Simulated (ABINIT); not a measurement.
Planning a run of ABINIT 10.8.3 on TiO2 (Imma). The input:

```
acell 3*1.0 Angstrom
rprim 
  -2.973160000000 3.287369000000 3.287402000000
  2.973160000000 -3.287369000000 3.287402000000
  2.973160000000 3.287369000000 -3.287402000000
ntypat 2
znucl 22 8
natom 12
typat 1 1 1 1 2 2 2 2 2 2 2 2
xred 
  0.504755000000 0.754755000000 0.750000000000
  0.495245000000 0.245245000000 0.250000000000
  -0.000000000000 0.000000000000 0.500000000000
  -0.000000000000 0.500000000000 0.000000000000
  0.304919000000 0.304770000000 0.499851000000
  0.195484000000 0.250383000000 0.945101000000
  0.304919000000 0.805068000000 0.000149000000
  0.805282000000 0.250383000000 0.554899000000
  0.194718000000 0.749617000000 0.445101000000
  0.804516000000 0.749617000000 0.054899000000
  0.695081000000 0.194932000000 0.999851000000
  0.695081000000 0.695230000000 0.500149000000
pp_dirpath "pseudos"
pseudos "Ti.upf, O.upf"
ecut 38
iscf -2
irdden 1
kptopt 0
nkpt 48
kpt 
  0.00000000 0.00000000 0.00000000
  0.12500000 0.12500000 -0.12500000
  0.25000000 0.25000000 -0.25000000
  0.37500000 0.37500000 -0.37500000
  0.50000000 0.50000000 -0.50000000
  0.48862237 0.51137763 -0.48862237
  0.47724473 0.52275527 -0.47724473
  0.46586710 0.53413290 -0.46586710
  0.45448947 0.54551053 -0.45448947
  -0.45448947 0.45448947 0.45448947
  -0.34086710 0.34086710 0.34086710
  -0.22724474 0.22724474 0.22724474
  -0.11362237 0.11362237 0.11362237
  0.00000000 0.00000000 0.00000000
  0.12499874 -0.12499874 0.12499874
  0.24999749 -0.24999749 0.24999749
  0.37499624 -0.37499624 0.37499624
  0.49999498 -0.49999498 0.49999498
  0.50000502 0.49999498 -0.49999498
  0.50000376 0.49999624 -0.49999624
  0.50000251 0.49999749 -0.49999749
  0.50000126 0.49999874 -0.49999874
  0.50000000 0.50000000 -0.50000000
  0.00000000 0.00000000 0.00000000
  0.00000000 0.12500000 0.00000000
  0.00000000 0.25000000 0.00000000
  0.00000000 0.37500000 0.00000000
  0.00000000 0.50000000 0.00000000
  0.06250000 0.43750000 0.06250000
  0.12500000 0.37500000 0.12500000
  0.18750000 0.31250000 0.18750000
  0.25000000 0.25000000 0.25000000
  0.31250000 0.18750000 0.18750000
  0.37500000 0.12500000 0.12500000
  0.43750000 0.06250000 0.06250000
  0.50000000 0.00000000 0.00000000
  0.37500000 0.00000000 0.00000000
  0.25000000 0.00000000 0.00000000
  0.12500000 0.00000000 0.00000000
  0.00000000 0.00000000 0.00000000
  0.00000000 0.00000000 0.12500000
  0.00000000 0.00000000 0.25000000
  0.00000000 0.00000000 0.37500000
  0.00000000 0.00000000 0.50000000
  0.06250000 0.06250000 0.43750000
  0.12500000 0.12500000 0.37500000
  0.18750000 0.18750000 0.31250000
  0.25000000 0.25000000 0.25000000
istwfk *1
nband 63
nbdbuf 10
tolwfr 1e-07
nstep 50
prtwf 0
prtvol 0
indata_prefix "in"
outdata_prefix "out"
tmpdata_prefix "tmp"
```

```sh
OMP_NUM_THREADS=1 mpirun -n 8 abinit run.abi > log
```

Estimate wall time and host memory on 8 MPI ranks of Arm Neoverse V2, shared host.

It took 2.3 min; on shared hardware allow 69 s to 4.6 min. Peak host memory was 1.1 GiB.

[Paths, hosts, dates, memory and timing lines, banners, echoed tables and standing remarks are left out of the program output.]

[Logs are printed without paths, hosts, clocks, repeated set-up lines and the standing remarks that a program may print on its own settings, such as how far it seeks lower states.]

[Runs of the session that timed out or met a known fault of the program may be left out.]

[Hosts, paths, dates, database ids (printed as entryN), source tags and the programs' standing remarks are cut or masked in the printed files.]

[G0W0 gaps are taken among the corrected bands and points alone; a level outside them can change the order at an edge.]

[Where Ansatz stands beside ABINIT at settings called matched, ABINIT's density can come from a denser mesh and the files from another edition; pairs whose starting gaps differed by over 0.03 eV were left out, so agreement reads better than it is.]
